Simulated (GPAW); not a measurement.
Ti2O (P-3m1), O K edge of atom 3, with 6 Ti at 2.14 Å (octahedral, site symmetry -3m). Method: GPAW, LDA, excited-electron core hole (neutral cell), 12-atom cell with 5.5 Å between holes, 5×5×5 k points, dipole transitions, Gaussian full width 0.9 eV up to 4 eV, rising linearly to 3.5 eV at 25 eV.

```xyz
3
Lattice="2.9194 0.0000 0.0000 -1.4597 2.5283 0.0000 0.0000 0.0000 4.7130" Properties=species:S:1:pos:R:3 pbc="T T T"
Ti    0.0000    1.6855    3.3993
Ti    1.4597    0.8428    1.3137
O     0.0000    0.0000    0.0000
```

Energy from the lowest empty level; a common scale on which the isotropic spectrum has a mean of 1 over the first 20 eV.

| E (eV) | curve 1 | curve 2 |
| --- | --- | --- |
| -2.0 | 0.00 | 0.00 |
| -1.5 | 0.00 | 0.00 |
| -1.0 | 0.00 | 0.00 |
| -0.5 | 0.12 | 0.05 |
| 0.0 | 0.89 | 0.40 |
| 0.5 | 2.46 | 1.45 |
| 1.0 | 3.05 | 2.57 |
| 1.5 | 1.93 | 2.52 |
| 2.0 | 1.34 | 1.70 |
| 2.5 | 1.51 | 1.36 |
| 3.0 | 1.46 | 1.50 |
| 3.5 | 1.36 | 1.42 |
| 4.0 | 0.87 | 1.01 |
| 4.5 | 0.56 | 0.75 |
| 5.0 | 0.64 | 0.81 |
| 5.5 | 0.75 | 0.94 |
| 6.0 | 0.88 | 1.10 |
| 6.5 | 0.98 | 1.23 |
| 7.0 | 0.95 | 1.18 |
| 7.5 | 0.85 | 1.03 |
| 8.0 | 0.69 | 0.87 |
| 8.5 | 0.51 | 0.77 |
| 9.0 | 0.46 | 0.78 |
| 9.5 | 0.68 | 0.87 |
| 10.0 | 1.20 | 0.95 |
| 10.5 | 1.82 | 0.99 |
| 11.0 | 2.15 | 1.00 |
| 11.5 | 2.00 | 0.97 |
| 12.0 | 1.58 | 0.91 |
| 12.5 | 1.19 | 0.85 |
| 13.0 | 0.93 | 0.79 |
| 13.5 | 0.74 | 0.72 |
| 14.0 | 0.59 | 0.66 |
| 14.5 | 0.48 | 0.62 |
| 15.0 | 0.41 | 0.61 |
| 15.5 | 0.38 | 0.61 |
| 16.0 | 0.39 | 0.60 |
| 16.5 | 0.43 | 0.58 |
| 17.0 | 0.48 | 0.55 |
| 17.5 | 0.55 | 0.53 |
| 18.0 | 0.60 | 0.54 |
| 18.5 | 0.61 | 0.59 |
| 19.0 | 0.59 | 0.66 |
| 19.5 | 0.54 | 0.75 |
| 20.0 | 0.49 | 0.85 |
| 20.5 | 0.45 | 0.94 |
| 21.0 | 0.42 | 1.02 |
| 21.5 | 0.42 | 1.09 |
| 22.0 | 0.44 | 1.15 |
| 22.5 | 0.48 | 1.18 |
| 23.0 | 0.52 | 1.18 |
| 23.5 | 0.58 | 1.16 |
| 24.0 | 0.64 | 1.11 |
| 24.5 | 0.71 | 1.05 |
| 25.0 | 0.80 | 0.98 |
| 25.5 | 0.90 | 0.92 |
| 26.0 | 1.01 | 0.86 |
| 26.5 | 1.14 | 0.81 |
| 27.0 | 1.27 | 0.75 |
| 27.5 | 1.37 | 0.69 |
| 28.0 | 1.43 | 0.62 |
| 28.5 | 1.45 | 0.56 |
| 29.0 | 1.43 | 0.51 |
| 29.5 | 1.37 | 0.48 |
| 30.0 | 1.29 | 0.46 |
| 30.5 | 1.21 | 0.48 |
| 31.0 | 1.13 | 0.53 |
| 31.5 | 1.05 | 0.62 |
| 32.0 | 0.98 | 0.73 |

Q: The curves are for the electric vector along different Cartesian axes of the cell as given, averaged over the symmetry-equivalent atoms. Which is which?

Curve 1: along x (⊥ c) (the other in-plane axis gives the same curve within 3 %), main maxima 0.9 eV (3.11), 2.6 eV (1.52) and 11.1 eV (2.16). Curve 2: along z (c), main maxima 1.2 eV (2.71), 3.2 eV (1.53) and 6.6 eV (1.23). A K edge sees empty p states; the first features are O p mixed into the empty d states of the Ti neighbours, and the broad ones above probably into the cations' higher empty bands. Each direction probes the empty orbitals that point along it. The unit cell's mesh shows no gap over 0.35 eV. That is right for a metallic compound; for a small-gap or correlated insulator it would be the fault of the functional or of the assumed magnetic order, and the hole would be screened too well. The holes are only 5.5 Å apart, so the shape is probably not converged with cell size; no larger cell was run here.

[Banner, clock and machine lines of the logs are left out without a mark of their own.]

[Logs are printed without paths, hosts, clocks, repeated set-up lines and the standing remarks that a program may print on its own settings, such as how far it seeks lower states.]

[Hosts, paths, dates, database ids (printed as entryN), source tags and the programs' standing remarks are cut or masked in the printed files.]

[Lists of maxima count a maximum above −3 eV only where it reaches 4 % of the highest in the window and stands out from its surroundings by 2 % of it (1.5 % where it reaches 55 %); shoulders and weaker maxima are passed over, and of the rest the first, up to two pre-edge ones and the few strongest are named.]
